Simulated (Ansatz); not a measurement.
# (KCl)2(PbTe)1 [001] superlattice, started as rocksalt type: following an unstable mode, part 2 of 2

Which phase does (KCl)2(PbTe)1 [001] superlattice, started as rocksalt type fall into along its unstable mode, and how much energy does it gain?

Ansatz 0.2.0; DFT PBE, scalar-relativistic, plane waves, PAW.

So far. Step 2 (Modes at Γ): Before it was imposed, the acoustic sum rule was missed by 1.6e-4 eV/Å² and the charge sum rule by 0.015 e. Small misses are needed for a sound result but don't prove that mesh and cutoff are converged. The lowest optical mode is imaginary, 16.2i cm⁻¹, so the energy falls along it.

The structure was built from a prototype and need not be the compound's stable phase.

## Step 3: The mode frozen in, largest atomic shift 0 Å

The mode followed lies at Γ with frequency 16.2i cm⁻¹ and is 2-fold degenerate, the softest among the wavevectors solved. At small amplitude the distorted cell has space group no. 8 by a symmetry search on the positions. The undistorted cell that holds it gives the zero of energy on the same k mesh.

The input, input.yaml:

```yaml
crystal:
  lattice:
    - [3.2290660069, 3.2290660069, 0.0]
    - [-3.2290660069, 3.2290660069, 0.0]
    - [3.2290660069, 0.0, 9.8519650043]
  atoms:
    - { symbol: Cl, position: [0.5021222928, 0.4978777072, 0.9957554143] }
    - { symbol: Cl, position: [0.8312110405, 0.1687889595, 0.337577919] }
    - { symbol: K, position: [0.99382664, 0.00617336, 0.01234672] }
    - { symbol: K, position: [0.3395066933, 0.6604933067, 0.3209866133] }
    - { symbol: Pb, position: [0.6666666667, 0.3333333333, 0.6666666667] }
    - { symbol: Te, position: [0.1666666667, 0.8333333333, 0.6666666667] }
kpoints:
  mp_grid: { grid: [8, 8, 8] }
hamiltonian:
  xc: pbe
scf:
  occupations: { method: gaussian, width: 0.02 }
output:
  forces: true
  stress: true
  eigenvalues: true
```

Run with:

```console
$ ansatz run input.yaml --threads 8 --pin off --max-ram 14336MiB --backend cpu --events-out ev --progress --plain --runs-dir out
```

Numbers of over 12 decimals in the logs are rounded to 6 here.

The log of the run:

```text
[...]
Crystal: 6 atoms, lattice volume = 205.450 Å³
Basis set: ecut = 420 eV, 4065 PW (Γ), exchange–correlation on 64×64×144 points (8 copies of the dense FFT grid, shifted against one another)
Bands: 38, of which v1, the nominal top of the filled ones, is band 31 counted from 1 (30 counted from 0)
Symmetry: 16 space group operations
[...]
k-points: 59 of 512
[...]
k-point 0: bands = [... 27 lower, 1.8145, 3.0084, 3.0084, 3.3349, 7.4486, 7.6652, 8.8219, 8.8649, ... 2 higher]
  k-point 1: bands = [... 27 lower, 1.8262, 3.0067, 3.0067, 3.2964, 7.3920, 7.7975, 8.7058, 9.0167, ... 2 higher]
  k-point 2: bands = [... 27 lower, 1.8433, 3.0027, 3.0027, 3.1980, 7.3538, 8.0362, 8.6081, 9.2202, ... 2 higher]
  k-point 58: bands = [... 27 lower, 1.7741, 1.7762, 1.7762, 3.8413, 7.0151, 8.6541, 8.6541, 9.9287, ... 2 higher]
[key lines of the parts left out:]
SCF converged after 7 iterations
Free energy (F): -24129.125041 eV
Fermi energy:    5.454752 eV
P = ⅓ Tr σ = -0.0017 GPa (-0.017 kbar)
```

It took 2.5 s on 8 threads of Intel Xeon Platinum 8488C (Sapphire Rapids), shared host; peak memory 0.97 GiB; 18 s of CPU time.

Numbers from this step:

```yaml
pressure: -0.001695 GPa
energy_from_the_undistorted_cell: 0 meV/atom
```

At this level the gap is 1.19 eV on the k-mesh of the self-consistent run, which can miss the band edges.

## Step 4: The mode frozen in, largest atomic shift 0.04 Å

The atoms are moved along the unstable eigenvector, the largest shift by 0.04 Å, with the cell fixed.

input.yaml, the sections that differ from step 3:

```yaml
crystal:
  lattice:
    - [3.2290660069, 3.2290660069, 0.0]
    - [-3.2290660069, 3.2290660069, 0.0]
    - [3.2290660069, 0.0, 9.8519650043]
  atoms:
    - { symbol: Cl, position: [0.5021368372, 0.4976804211, 0.9957554143] }
    - { symbol: Cl, position: [0.8312255849, 0.1685916735, 0.337577919] }
    - { symbol: K, position: [0.9938604481, 0.0057147724, 0.01234672] }
    - { symbol: K, position: [0.3395405015, 0.6600347191, 0.3209866133] }
    - { symbol: Pb, position: [0.6670455292, 0.3281942855, 0.6666666667] }
    - { symbol: Te, position: [0.1660226605, 0.8420688999, 0.6666666667] }
# kpoints, hamiltonian, scf, output: as in step 3
```

The log of the run:

```text
[...]
Crystal: 6 atoms, lattice volume = 205.450 Å³
Basis set: ecut = 420 eV, 4065 PW (Γ), exchange–correlation on 64×64×144 points (8 copies of the dense FFT grid, shifted against one another)
Bands: 38, of which v1, the nominal top of the filled ones, is band 31 counted from 1 (30 counted from 0)
Symmetry: 2 space group operations
[...]
k-point 0: bands = [... 27 lower, 1.8153, 3.0026, 3.0142, 3.3327, 7.4486, 7.6682, 8.8217, 8.8260, ... 2 higher]
  k-point 1: bands = [... 27 lower, 1.8268, 3.0009, 3.0125, 3.2942, 7.3929, 7.7995, 8.6902, 8.9910, ... 2 higher]
  k-point 2: bands = [... 27 lower, 1.8439, 2.9968, 3.0085, 3.1959, 7.3553, 8.0376, 8.5932, 9.1850, ... 2 higher]
  k-point 149: bands = [... 27 lower, 1.6933, 1.7805, 1.8270, 3.8352, 7.0219, 8.4659, 9.1653, 9.2007, ... 2 higher]
[key lines of the parts left out:]
SCF converged after 7 iterations
Free energy (F): -24129.125135 eV
Fermi energy:    5.454512 eV
P = ⅓ Tr σ = 0.0171 GPa (0.171 kbar)
```

Run time: 9.6 s. Hardware: 8 threads; peak memory 1.3 GiB; 71 s of CPU time.

This step gave:

```
pressure                         : 0.01715 GPa
gap on the k-mesh                : 1.190 eV
energy from the undistorted cell : -0.016 meV/atom
```

The energy, extrapolated to zero smearing, is -0.02 meV/atom against the undistorted cell.

The run ends at a pressure of 0.02 GPa, with forces up to 0.0012 eV/Å.

## Step 5: Energy along the mode, all amplitudes (two of the runs are shown above)

An imaginary frequency means negative curvature, so the energy should fall and then rise again as anharmonic terms take over.

This step gave:

* depth at the lowest point sampled: 0.016 meV/atom
* largest atomic shift at that point: 0.04 Å

Energy from the parent against largest atomic shift:

```
largest atomic shift (Å)  energy from the parent (meV/atom)
                  0.0000                                  0
                  0.0400                             -0.016
                  0.0800                              0.053
                  0.1400                               1.05
                  0.2200                               6.59
```

Displacement at unit largest shift by atom:

```
atom   x (Å)   y (Å)  z (Å)   size
 Cl1   0.017  -0.015  0.000  0.023
 Cl2   0.017  -0.015  0.000  0.023
  K3   0.040  -0.034  0.000  0.052
  K4   0.040  -0.034  0.000  0.052
 Pb5   0.445  -0.384  0.000  0.588
 Te6  -0.757   0.653  0.000  1.000
```

## Step 6: Results

```yaml
unstable_mode_of_the_parent: q = (0, 0, 0), 16i cm⁻¹
depth_at_the_lowest_point_sampled: 0.016 meV/atom
largest_atomic_shift_at_that_point: 0.04 Å
```

What this shows: Freezing this pattern in gains under 0.02 meV/atom on the steps tried, so a well, if there is one, is too shallow to show. With the field response the log warns that the k mesh is coarse for the force constants too, so the frequencies may not be converged. Spin-orbit coupling is left out, which can matter for the heavy elements here. The starting cell was built on a prototype and not taken from a measurement, so the phase need not exist. These are harmonic frequencies at zero temperature: anharmonic shifts, linewidths and thermal expansion are left out.

[Logs are printed without paths, hosts, clocks, repeated set-up lines and the standing remarks that a program may print on its own settings, such as how far it seeks lower states.]

[Hosts, paths, dates, database ids (printed as entryN), source tags and the programs' standing remarks are cut or masked in the printed files.]
